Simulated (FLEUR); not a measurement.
**Fixed-spin-moment curve of SiNi3 with FLEUR**

How stiff is the moment of SiNi3, and are there other minima?

Method: PBE; all-electron FLAPW, Dirac cores, scalar-relativistic bands, in FLEUR MaX-R8.1.

The database entry behind the starting cell differs from later determinations by our own check (an axis about 0.9 % long against later determinations), so it need not match the best structure at ambient conditions.

## Step 1: The structure

Symmetry: Pm-3m, No. 221, cubic system. Conventional cell: a = 3.542 Å, b = 3.542 Å, c = 3.542 Å, α = 90.00°, β = 90.00°, γ = 90.00°. Nearest to Si lie 12 Ni at 2.50 Å. Ni has 4 Si at 2.50 Å and 8 Ni at 2.50 Å nearest. Farther neighbours are not listed.

Structure file:

```cif
data_structure
_symmetry_space_group_name_H-M 'P 1'
_symmetry_Int_Tables_number 1
_cell_length_a 3.5420
_cell_length_b 3.5420
_cell_length_c 3.5420
_cell_angle_alpha 90.000
_cell_angle_beta 90.000
_cell_angle_gamma 90.000
_cell_volume 44.44
loop_
_atom_site_label
_atom_site_type_symbol
_atom_site_fract_x
_atom_site_fract_y
_atom_site_fract_z
_atom_site_occupancy
Si1 Si 0.00000 0.00000 0.00000 1
Ni2 Ni 0.00000 0.50000 0.50000 1
Ni3 Ni 0.50000 0.00000 0.50000 1
Ni4 Ni 0.50000 0.50000 0.00000 1
```

## Step 2: The free run

The free run tells which range of moments is worth scanning.

inpgen writes inp.xml from crystal.txt; cutoffs, mixing, functional, smearing and local orbitals are then set in the file. The k list default-1 (kpts.xml, not shown) is a Γ-centred 10×10×10 mesh; where the ranks do not divide the number of points, some are split in two of half the weight.

The input, inp.xml:

```
<?xml version="1.0" encoding="UTF-8" standalone="no"?>
<fleurInput fleurInputVersion="0.39">
   <comment>
      SiNi3
   </comment>
   <calculationSetup>
      <cutoffs Kmax="4.12" Gmax="12.4" GmaxXC="12.4" numbands="0"/>
      <scfLoop itmax="120" minDistance="0.00002" maxIterBroyd="15" imix="Anderson" alpha="0.05" precondParam="0.0" spinf="2.0" sdNocoIR="T"/>
      <coreElectrons ctail="T" frcor="F" kcrel="0" coretail_lmax="0"/>
      <xcFunctional name="pbe" relativisticCorrections="F"/>
      <magnetism jspins="2"/>
      <soc l_soc="F" theta="0.0" phi="0.0" spav="F"/>
      <expertModes spex="0" secvar="F"/>
      <geometryOptimization l_f="F" forcealpha="1.0" forcemix="BFGS" epsdisp="0.00001" epsforce="0.00001"/>
      <ldaU l_linMix="F" mixParam="0.05" spinf="1.0"/>
   </calculationSetup>
   <cell>
      <bzIntegration valenceElectrons="58.0" mode="hist" fermiSmearingEnergy="0.00183747">
         <kPointListSelection listName="default-1"/>
         <xi:include xmlns:xi="http://www.w3.org/2001/XInclude" href="kpts.xml"> </xi:include>
      </bzIntegration>
      <xi:include xmlns:xi="http://www.w3.org/2001/XInclude" href="sym.xml"> </xi:include>
      <bulkLattice scale="1.0">
         <bravaisMatrix>
            <row-1>    6.6934099333331991     0.0000000000000000     0.0000000000000000</row-1>
            <row-2>    0.0000000000000000     6.6934099333331991     0.0000000000000000</row-2>
            <row-3>    0.0000000000000000     0.0000000000000000     6.6934099333331991</row-3>
         </bravaisMatrix>
      </bulkLattice>
   </cell>
   <atomSpecies>
      <species name="Silicon (Si)" element="Si" atomicNumber="14">
         <mtSphere radius="1.82" gridPoints="603" logIncrement="0.019"/>
         <atomicCutoffs lmax="8" lnonsphr="6"/>
         <electronConfig flipSpins="F">
            <coreConfig>(1s1/2) (2s1/2) (2p1/2) (2p3/2)</coreConfig>
            <valenceConfig>(3s1/2) (3p1/2) (3p3/2)</valenceConfig>
            <stateOccupation state="(3p1/2)" spinUp="0.333333" spinDown="0.333333"/>
            <stateOccupation state="(3p3/2)" spinUp="0.666667" spinDown="0.666667"/>
         </electronConfig>
         <energyParameters s="3" p="3" d="3" f="4"/>
      </species>
      <species name="Nickel (Ni1.000" element="Ni" atomicNumber="28">
         <mtSphere radius="2.31" gridPoints="763" logIncrement="0.016"/>
         <atomicCutoffs lmax="8" lnonsphr="6"/>
         <electronConfig flipSpins="F">
            <coreConfig>(1s1/2) (2s1/2) (2p1/2) (2p3/2)</coreConfig>
            <valenceConfig>(3s1/2) (3p1/2) (3p3/2) (4s1/2) (3d3/2) (3d5/2)</valenceConfig>
            <stateOccupation state="(3d3/2)" spinUp="1.6" spinDown="1.6"/>
            <stateOccupation state="(3d5/2)" spinUp="2.9" spinDown="1.9"/>
         </electronConfig>
         <energyParameters s="4" p="4" d="3" f="4"/>
         <lo type="SCLO" l="0" n="3" eDeriv="0"/>
         <lo type="SCLO" l="1" n="3" eDeriv="0"/>
      </species>
   </atomSpecies>
   <atomGroups>
      <atomGroup species="Silicon (Si)">
         <relPos label="                   1">.0000000000 .0000000000 .0000000000</relPos>
         <force calculate="T" relaxXYZ="TTT"/>
      </atomGroup>
      <atomGroup species="Nickel (Ni1.000">
         <relPos label="                   2">.0000000000 1.000/2.000 1.000/2.000</relPos>
         <relPos label="                   3">1.000/2.000 .0000000000 1.000/2.000</relPos>
         <relPos label="                   4">1.000/2.000 1.000/2.000 .0000000000</relPos>
         <force calculate="T" relaxXYZ="TTT"/>
      </atomGroup>
   </atomGroups>
   <output dos="F" band="F" slice="F">
      <bandDOS minEnergy="-.5*Htr" maxEnergy="0.5*Htr" sigma="0.015" storeEVData="T"/>
      <plotting iplot="0" polar="F">
         <plot TwoD="T" vec1="  1.0  0.0  0.0" vec2="  0.0  1.0  0.0" vec3="  0.0  0.0  1.0" zero="  0.0  0.0  0.0" file="plot"/>
      </plotting>
      <moessbauerParams electricFieldGradient="F" isomerShift="F" coreHyperfine="F" valenceHyperfine="F"/>
   </output>
</fleurInput>
```

The input, crystal.txt:

```
SiNi3
&input film=F cartesian=F /
3.54200000000  0.00000000000  0.00000000000
0.00000000000  3.54200000000  0.00000000000
0.00000000000  0.00000000000  3.54200000000
1.8897261246
1.0 1.0 1.0

4
14 0.00000000000  0.00000000000  0.00000000000
28 0.00000000000  0.50000000000  0.50000000000 : 1.000
28 0.50000000000  0.00000000000  0.50000000000 : 1.000
28 0.50000000000  0.50000000000  0.00000000000 : 1.000

&kpt div1=10 div2=10 div3=10 gamma=T /
```

Run with:

```sh
$ OMP_NUM_THREADS=1 inpgen -f crystal.txt > inpgen.log  # inp.xml is then edited as shown
$ OMP_NUM_THREADS=1 mpirun -n 4 fleur_MPI > fleur.log
```

Output:

```text
Welcome to FLEUR        (www.flapw.de)
      MaX-Release 8.1          (www.max-centre.eu)

 ========== k-point set info ==========
 Selected k-point list: default-1
 k-point list type: mesh
 10 x 10 x 10
 Number of k points: 56

 ------------Calculation Setup---------------------------
 Number of MPI-tasks      :            4
 Number of PE/node        :            4
 Number of OMP-threads    :            1
 k-points in parallel     :            4
 pe's per k-point         :            1
 No of k-point loops      :           14
 Eigenvalue solver        :       lapack
 Number of basis functions:          392
 Approximate size of matrices (H+S) per k-point:         0.002 GB
 --------------------------------------------------------
 Iteration:     1   Distance:      24.93567108 me/bohr^3
 Iteration:     2   Distance:      23.08515703 me/bohr^3
 Iteration:     3   Distance:      17.46632507 me/bohr^3
 Iteration:     4   Distance:       7.66128935 me/bohr^3
 Iteration:     5   Distance:       6.26824336 me/bohr^3
 Iteration:     6   Distance:       6.51464091 me/bohr^3
 Iteration:     7   Distance:       5.23471459 me/bohr^3
 Iteration:     8   Distance:       4.45370572 me/bohr^3
 Iteration:     9   Distance:       1.60716735 me/bohr^3
 Iteration:    10   Distance:       1.69708821 me/bohr^3
 Iteration:    11   Distance:       0.55304133 me/bohr^3
 Iteration:    12   Distance:       0.55665051 me/bohr^3
 Iteration:    13   Distance:       0.26926259 me/bohr^3
 Iteration:    14   Distance:       0.26633420 me/bohr^3
 Iteration:    15   Distance:       0.14156556 me/bohr^3
 Iteration:    16   Distance:       0.13923945 me/bohr^3
 Iteration:    17   Distance:       0.09617085 me/bohr^3
 Iteration:    18   Distance:       0.02579649 me/bohr^3
 Iteration:    19   Distance:       0.02086836 me/bohr^3
 Iteration:    20   Distance:       0.01030314 me/bohr^3
 Iteration:    21   Distance:       0.00406251 me/bohr^3
 Iteration:    22   Distance:       0.00945964 me/bohr^3
 Iteration:    23   Distance:       0.00342796 me/bohr^3
 Iteration:    24   Distance:       0.00091342 me/bohr^3
 Iteration:    25   Distance:       0.00098409 me/bohr^3
 Iteration:    26   Distance:       0.00015352 me/bohr^3
 Iteration:    27   Distance:       0.00000715 me/bohr^3

 ********************************************************************
 Run finished successfully
 Stop message:
   all done
 ********************************************************************

--- out.xml (last complete iteration) ---
<iteration numberForCurrentRun="   27" overallNumber="   27">
         <energyParameters units="Htr">
            <atomicEP atomType="1" spin="1" branch="3s" branchLowest="-4.56" branchHighest="2.19" value="-0.1048432878"/>
            <atomicEP atomType="1" spin="1" branch="3p" branchLowest="-2.94" branchHighest="2.65" value="0.0522883054"/>
            <atomicEP atomType="1" spin="1" branch="3d" branchLowest="-9.99" branchHighest="2.79" value="0.2299247615"/>
            <atomicEP atomType="1" spin="1" branch="4f" branchLowest="-9.99" branchHighest="5.77" value="0.3935879108"/>
            <atomicEP atomType="2" spin="1" branch="4s" branchLowest="-3.41" branchHighest="1.67" value="0.2176415822"/>
            <atomicEP atomType="2" spin="1" branch="4p" branchLowest="-1.95" branchHighest="2.27" value="0.3578787796"/>
            <atomicEP atomType="2" spin="1" branch="3d" branchLowest="-9.99" branchHighest="0.41" value="0.3065445605"/>
            <atomicEP atomType="2" spin="1" branch="4f" branchLowest="-9.99" branchHighest="3.64" value="0.6778246183"/>
            <loAtomicEP atomType="2" spin="1" branch="3s" branchLowest="-35.40" branchHighest="-3.41" value="-3.4149035160"/>
            <loAtomicEP atomType="2" spin="1" branch="3p" branchLowest="-30.36" branchHighest="-1.95" value="-1.9603701463"/>
            <atomicEP atomType="1" spin="2" branch="3s" branchLowest="-4.56" branchHighest="2.19" value="-0.1048432628"/>
            <atomicEP atomType="1" spin="2" branch="3p" branchLowest="-2.94" branchHighest="2.65" value="0.0522883321"/>
            <atomicEP atomType="1" spin="2" branch="3d" branchLowest="-9.99" branchHighest="2.79" value="0.2299247890"/>
            <atomicEP atomType="1" spin="2" branch="4f" branchLowest="-9.99" branchHighest="5.77" value="0.3935879385"/>
            <atomicEP atomType="2" spin="2" branch="4s" branchLowest="-3.41" branchHighest="1.67" value="0.2176416387"/>
            <atomicEP atomType="2" spin="2" branch="4p" branchLowest="-1.95" branchHighest="2.27" value="0.3578788470"/>
            <atomicEP atomType="2" spin="2" branch="3d" branchLowest="-9.99" branchHighest="0.41" value="0.3065445521"/>
            <atomicEP atomType="2" spin="2" branch="4f" branchLowest="-9.99" branchHighest="3.64" value="0.6778246937"/>
            <loAtomicEP atomType="2" spin="2" branch="3s" branchLowest="-35.40" branchHighest="-3.41" value="-3.4149035408"/>
            <loAtomicEP atomType="2" spin="2" branch="3p" branchLowest="-30.36" branchHighest="-1.95" value="-1.9603701703"/>
         </energyParameters>
         <bandgap value="0.0138922477" units="eV"/>
         <sumValenceSingleParticleEnergies value="-46.4579160128" units="Htr"/>
         <FermiEnergy value="0.3748132916" units="Htr"/>
         <valenceDensity>
            <mtCharges spin="1">
               <mtCharge atomType="1" total="0.6319322" s="0.2874481" p="0.2983252" d="0.0427634" f="0.0029455"/>
               <mtCharge atomType="2" total="8.6312009" s="1.2160536" p="3.2333083" d="4.1641750" f="0.0138788"/>
            </mtCharges>
            <mtCharges spin="2">
               <mtCharge atomType="1" total="0.6319321" s="0.2874481" p="0.2983252" d="0.0427634" f="0.0029455"/>
               <mtCharge atomType="2" total="8.6312013" s="1.2160536" p="3.2333082" d="4.1641753" f="0.0138788"/>
            </mtCharges>
            <spinDependentCharge spin="1" total="28.9999996" interstitial="2.4744647" mtSpheres="26.5255350"/>
            <spinDependentCharge spin="2" total="29.0000004" interstitial="2.4744645" mtSpheres="26.5255359"/>
            <totalCharge value="58.0000000000"/>
         </valenceDensity>
         <coreStates atomType="     1" atomicNumber=" 14" spin="1" kinEnergy="    142.7591064972" eigValSum="    -78.5134635212" lostElectrons=" 0.004423">
            <state n="1" l="0" j="0.5" energy="-65.0736138383" weight="1.0000000000"/>
            <state n="2" l="0" j="0.5" energy="-4.5712392088" weight="1.0000000000"/>
            <state n="2" l="1" j="0.5" energy="-2.9720617650" weight="1.0000000000"/>
            <state n="2" l="1" j="1.5" energy="-2.9482743545" weight="2.0000000000"/>
         </coreStates>
         <coreStates atomType="     1" atomicNumber=" 14" spin="2" kinEnergy="    142.7591064916" eigValSum="    -78.5134635167" lostElectrons=" 0.004423">
            <state n="1" l="0" j="0.5" energy="-65.0736138375" weight="1.0000000000"/>
            <state n="2" l="0" j="0.5" energy="-4.5712392081" weight="1.0000000000"/>
            <state n="2" l="1" j="0.5" energy="-2.9720617641" weight="1.0000000000"/>
            <state n="2" l="1" j="1.5" energy="-2.9482743536" weight="2.0000000000"/>
         </coreStates>
         <coreStates atomType="     2" atomicNumber=" 28" spin="1" kinEnergy="    677.2539054416" eigValSum="   -427.5736887131" lostElectrons=" 0.000000">
            <state n="1" l="0" j="0.5" energy="-301.0630241498" weight="1.0000000000"/>
            <state n="2" l="0" j="0.5" energy="-35.4047572074" weight="1.0000000000"/>
            <state n="2" l="1" j="0.5" energy="-30.7970294449" weight="1.0000000000"/>
            <state n="2" l="1" j="1.5" energy="-30.1544389555" weight="2.0000000000"/>
         </coreStates>
         <coreStates atomType="     2" atomicNumber=" 28" spin="2" kinEnergy="    677.2539053223" eigValSum="   -427.5736887540" lostElectrons=" 0.000000">
            <state n="1" l="0" j="0.5" energy="-301.0630241499" weight="1.0000000000"/>
            <state n="2" l="0" j="0.5" energy="-35.4047572199" weight="1.0000000000"/>
            <state n="2" l="1" j="0.5" energy="-30.7970294541" weight="1.0000000000"/>
            <state n="2" l="1" j="1.5" energy="-30.1544389650" weight="2.0000000000"/>
         </coreStates>
         <allElectronCharges>
            <spinDependentCharge spin="1" total="48.9999996" interstitial="2.4788557" mtSpheres="46.5211439"/>
            <spinDependentCharge spin="2" total="49.0000004" interstitial="2.4788555" mtSpheres="46.5211449"/>
            <totalCharge value="97.9999999894"/>
         </allElectronCharges>
         <magneticMomentsInMTSpheres units="muBohr">
            <globalMagMoment atomType="1" vec="0.00000   0.00000   0.00000"/>
            <localMagMoment atomType="1" vec="0.00000   0.00000   0.00000"/>
            <globalMagMoment atomType="2" vec="0.00000   0.00000   0.00000"/>
            <localMagMoment atomType="2" vec="0.00000   0.00000   0.00000"/>
         </magneticMomentsInMTSpheres>
         <moessbauerParams unitsHFF="kG" unitsIS="e/bohr^3" unitsEFG="Htr/bohr^2">
         </moessbauerParams>
         <totalEnergy value="    -4852.6030368706" units="Htr">
            <sumOfEigenvalues value="    -2768.9269754521">
               <coreElectrons value="-2722.4690594393"/>
               <valenceElectrons value="-46.4579160128"/>
            </sumOfEigenvalues>
            <densityCoulombPotentialIntegral value="-7419.9546115578"/>
            <densityEffectivePotentialIntegral value="-7694.9047689194"/>
            <chargeDenXCDenIntegral value="-211.7672126957"/>
            <FockExchangeEnergyValence value="0.0000000000"/>
            <FockExchangeEnergyCore value="0.0000000000"/>
            <atomTypeDependentContributions atomType="1">
               <electronNucleiInteractionDifferentMTs value="338.9000112794"/>
               <MadelungTerm value="-10.9092092062"/>
            </atomTypeDependentContributions>
            <atomTypeDependentContributions atomType="2">
               <electronNucleiInteractionDifferentMTs value="5478.4547389275"/>
               <MadelungTerm value="-28.5723524501"/>
            </atomTypeDependentContributions>
            <tkbTimesEntropy value="0.0006189891"/>
            <freeEnergy value="-4852.6036558597"/>
            <extrapolationTo0K value="-4852.6033463651"/>
         </totalEnergy>
         <densityConvergence units="me/bohr^3">
            <chargeDensity spin="1" distance="0.0000035103"/>
            <chargeDensity spin="2" distance="0.0000039365"/>
            <overallChargeDensity distance="0.0000021407"/>
            <spinDensity distance="0.0000071452"/>
         </densityConvergence>
      </iteration>
```

It took 63 s on 4 MPI ranks of Intel Xeon Platinum 8175M at 2.50GHz (Skylake/Cascade Lake), shared host; peak memory 0.25 GiB; 4.2 min of CPU time.

The spin moment in the muffin-tin sphere vanishes on all atoms.

This step gave:

```
free energy                                                       : -132046.0724 eV
program's band gap on this mesh (in a metal only a level spacing) : 0.01389 eV
final state                                                       : non-magnetic
```

After 27 cycles the seed has died away: no moment is left.

## Step 3: No spin polarisation

Edit inp.xml of step 2 so:

```diff
@@ -10,3 +10,3 @@
       <xcFunctional name="pbe" relativisticCorrections="F"/>
-      <magnetism jspins="2"/>
+      <magnetism jspins="1"/>
       <soc l_soc="F" theta="0.0" phi="0.0" spav="F"/>
@@ -42,3 +42,3 @@
       </species>
-      <species name="Nickel (Ni1.000" element="Ni" atomicNumber="28">
+      <species name="Nickel (Ni)" element="Ni" atomicNumber="28">
          <mtSphere radius="2.31" gridPoints="763" logIncrement="0.016"/>
@@ -48,4 +48,4 @@
             <valenceConfig>(3s1/2) (3p1/2) (3p3/2) (4s1/2) (3d3/2) (3d5/2)</valenceConfig>
-            <stateOccupation state="(3d3/2)" spinUp="1.6" spinDown="1.6"/>
-            <stateOccupation state="(3d5/2)" spinUp="2.9" spinDown="1.9"/>
+            <stateOccupation state="(3d3/2)" spinUp="1.600000" spinDown="1.600000"/>
+            <stateOccupation state="(3d5/2)" spinUp="2.400000" spinDown="2.400000"/>
          </electronConfig>
@@ -61,3 +61,3 @@
       </atomGroup>
-      <atomGroup species="Nickel (Ni1.000">
+      <atomGroup species="Nickel (Ni)">
          <relPos label="                   2">.0000000000 1.000/2.000 1.000/2.000</relPos>
```

The input, crystal.txt:

```
SiNi3
&input film=F cartesian=F /
3.54200000000  0.00000000000  0.00000000000
0.00000000000  3.54200000000  0.00000000000
0.00000000000  0.00000000000  3.54200000000
1.8897261246
1.0 1.0 1.0

4
14 0.00000000000  0.00000000000  0.00000000000
28 0.00000000000  0.50000000000  0.50000000000
28 0.50000000000  0.00000000000  0.50000000000
28 0.50000000000  0.50000000000  0.00000000000

&kpt div1=10 div2=10 div3=10 gamma=T /
```

Output:

```text
[banner, memory and clock lines left out]
Welcome to FLEUR        (www.flapw.de)
      MaX-Release 8.1          (www.max-centre.eu)

 ========== k-point set info ==========
 Selected k-point list: default-1
 k-point list type: mesh
 10 x 10 x 10
 Number of k points: 56

 [... set-up left out ...]
 Iteration:     1   Distance:      14.69705674 me/bohr^3
 Iteration:     2   Distance:      11.06287185 me/bohr^3
 Iteration:     3   Distance:       8.18105528 me/bohr^3
 Iteration:     4   Distance:       5.06727956 me/bohr^3
 Iteration:     5   Distance:       2.62798754 me/bohr^3
 Iteration:     6   Distance:       1.02441871 me/bohr^3
 Iteration:     7   Distance:       0.27339035 me/bohr^3
 Iteration:     8   Distance:       0.05170705 me/bohr^3
 Iteration:     9   Distance:       0.03393484 me/bohr^3
 Iteration:    10   Distance:       0.00563193 me/bohr^3
 Iteration:    11   Distance:       0.00810055 me/bohr^3
 Iteration:    12   Distance:       0.00066564 me/bohr^3
 Iteration:    13   Distance:       0.00024917 me/bohr^3
 Iteration:    14   Distance:       0.00021941 me/bohr^3
 Iteration:    15   Distance:       0.00000880 me/bohr^3

 ********************************************************************
 Run finished successfully
 Stop message:
   all done
 ********************************************************************

--- out.xml (last complete iteration) ---
<iteration numberForCurrentRun="   15" overallNumber="   15">
         [... left out ...]
         <bandgap value="0.0138931123" units="eV"/>
         <sumValenceSingleParticleEnergies value="-46.4579159707" units="Htr"/>
         <FermiEnergy value="0.3748132945" units="Htr"/>
         [... left out ...]
         <totalEnergy value="    -4852.6030369856" units="Htr">
            <sumOfEigenvalues value="    -2768.9269770149">
               <coreElectrons value="-2722.4690610442"/>
               <valenceElectrons value="-46.4579159707"/>
            </sumOfEigenvalues>
         [... left out ...]
            <freeEnergy value="-4852.6036559748"/>
            <extrapolationTo0K value="-4852.6033464802"/>
         </totalEnergy>
         <densityConvergence units="me/bohr^3">
            <chargeDensity spin="1" distance="0.0000088022"/>
         </densityConvergence>
      </iteration>
```

Elapsed: 21 s, on 4 MPI ranks; peak memory 0.22 GiB.

Numbers from this step:

```
free energy                                                       : -132046.0724 eV
program's band gap on this mesh (in a metal only a level spacing) : 0.01389 eV
final state                                                       : non-magnetic (no spin polarisation)
```

Its energy lies -0.0 meV a cell from the free run's.

(Part 1 of 2 ends here.)

[Logs and program files are shortened in this print: banners, set-up blocks, solver, clock and traceback lines can be left out without a mark of their own.]

[Logs are printed without paths, hosts, clocks, repeated set-up lines and the standing remarks that a program may print on its own settings, such as how far it seeks lower states.]

[Hosts, paths, dates, database ids (printed as entryN), source tags and the programs' standing remarks are cut or masked in the printed files.]

[Where a cell is said to come from a database of computed structures, the database is the Materials Project.]
